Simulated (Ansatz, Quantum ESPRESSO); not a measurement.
## HfO2 [001], fluorite: uniaxial strain and lateral response

The c axis is held at a set length while the cell relaxes sideways. How do the lateral strain and the stress follow? The strained cell has c along the load; unstrained it is a = 3.5562 Å, b = 3.5562 Å, c = 5.0292 Å, α = 90.00°, β = 90.00°, γ = 90.00°, with 6 atoms. The symmetry of the cell is held, so distortions that would lower it, which this phase may prefer, aren't tested.

Calculated with Quantum ESPRESSO 7.5, PBEsol, GBRV 1.5 ultrasoft potentials, cutoff 680 eV, Fermi–Dirac smearing 0.02 eV, k-mesh 8×8×6, no spin polarisation, no spin-orbit coupling.

Relaxed positions at 0 %:

```csv
atom,x,y,z
Hf,0.0000,0.0000,0.0000
Hf,0.5000,0.5000,0.5000
O,0.5000,0.0000,0.2500
O,0.5000,0.0000,0.7500
O,0.0000,0.5000,0.7500
O,0.0000,0.5000,0.2500
```

| ε_c (%) | a (Å) | c (Å) | ε_a (%) | σ (GPa, tension positive) |
| --- | --- | --- | --- | --- |
| −3 | 3.5741 | 4.8783 | 0.505 | −17.48 |
| −1 | 3.5619 | 4.9789 | 0.160 | −5.65 |
| 0 | 3.5562 | 5.0292 | 0.000 | 0.00 |
| 1 | 3.5507 | 5.0795 | −0.154 | 5.49 |
| 2 | 3.5455 | 5.1298 | −0.302 | 10.81 |
| 3 | 3.5405 | 5.1801 | −0.441 | 15.98 |

**Question.** Fit both responses and give the free strain and the stress at −2 %, a row left out above.

Least squares with y = y0 + y1 ε + y2 ε² (ε in %) gives ε_a = 0.000 + (−0.1577) ε + (0.0036) ε² and σ = 0.00 + (5.575) ε + (−0.084) ε² GPa. The linear terms put the ratio of free to applied strain at −0.158 and the Young modulus at 558 GPa.

At −2 % the free strain comes out as 0.329 %. The run itself gives 0.329 %, so the estimate misses by 0.000 %, a rounding's worth.

The stress comes out as −11.48 GPa. The run itself gives −11.47 GPa, so the estimate misses by 0.01 GPa, a rounding's worth.

Along a cube axis ν = C12/(C11 + C12) and Y = (C11 − C12)(C11 + 2C12)/(C11 + C12), so C11 = Y(1 − ν)/[(1 + ν)(1 − 2ν)] = 592 GPa and C12 = 111 GPa.

The negative ε² term means that the crystal stiffens in compression and softens in tension.

The same fit over all rows at other levels or in other programs gives the strain ratio = −0.159 with PBEsol (Ansatz) and −0.154 with PBEsol (Quantum ESPRESSO, PseudoDojo).

[Logs are printed without paths, hosts, clocks, repeated set-up lines and the standing remarks that a program may print on its own settings, such as how far it seeks lower states.]
